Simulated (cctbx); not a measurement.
**Resonant diffraction in Tl4Zn3GaFe4S12O4**

Space group P-4m2 (no. 115), a = 7.4550 Å, b = 7.4550 Å, c = 10.6380 Å, α = 90.00°, β = 90.00°, γ = 90.00°.

```
atom  mult.    x       y       z  Ueq (Å²)
 Tl1      4  1/2  0.2459  0.3799    0.0071
 Ga1      1  1/2     1/2       0    0.0078
 Zn1      2    0     1/2  0.2547    0.0093
 Zn2      1    0       0     1/2    0.0082
 Fe1      4    0  0.7434  0.8709    0.0109
  S1      4    0  0.2666  0.6382    0.0125
  S2      4  1/2  0.7758  0.1372    0.0128
  S3      4  1/2  0.7323  0.6114    0.0116
  O1      4    0  0.2285  0.1137    0.0148
```

The model was made for the exercise: a known structure type with other elements put in, its volume estimated, not relaxed; displacement parameters are assumed.

Calculated with cctbx: free-atom f′ and f″ from the Sasaki tables, no fine structure; amplitudes in electrons.

| E (eV) | F 0 0 3 | F 1 0 3 | F 1 2 0 | F 0 2 1 |
| --- | --- | --- | --- | --- |
| 6512 | 136.1 | 232.6 | 112.0 | 116.3 |
| 6862 | 138.0 | 230.6 | 113.3 | 118.1 |
| 6992 | 139.9 | 229.0 | 114.6 | 119.9 |
| 7052 | 142.1 | 227.5 | 116.0 | 122.0 |
| 7082 | 144.0 | 226.2 | 117.3 | 123.8 |
| 7097 | 146.1 | 224.8 | 118.8 | 125.8 |
| 7104 | 148.1 | 223.5 | 120.1 | 127.7 |
| 7108 | 150.1 | 222.2 | 121.5 | 129.6 |
| 7116 | 149.5 | 223.5 | 121.0 | 128.9 |
| 7120 | 147.0 | 225.1 | 119.3 | 126.5 |
| 7127 | 144.8 | 226.4 | 117.8 | 124.4 |
| 7142 | 142.4 | 227.9 | 116.2 | 122.1 |
| 7172 | 140.0 | 229.3 | 114.6 | 119.9 |
| 7262 | 136.7 | 231.2 | 112.3 | 116.7 |
| 7512 | 133.1 | 232.7 | 109.8 | 113.3 |

**Question.** Which edge is crossed, and why do the reflections move as they do?

The K edge of Fe. The edge is at 7112 eV. f′ of Fe falls from -3.8 e at 6992 eV to -7.3 e at 4 eV below it, and f″ steps from 0.47 to 3.94 e across it. Over that approach |F| changes by +7 % (0 0 3), -3 % (1 0 3), +6 % (1 2 0) and +8 % (0 2 1): a reflection falls where Fe scatters in phase with the total and rises where it scatters against it; it hardly moves where the Fe term is small or cancels by symmetry or lies in quadrature to the total. The f″ term interferes with the normal scattering with opposite sign for the two Friedel mates. The largest Friedel difference in the scan is 0.9 % of the mean (1 0 3, at 6512 eV).

[Logs are printed without paths, hosts, clocks, repeated set-up lines and the standing remarks that a program may print on its own settings, such as how far it seeks lower states.]
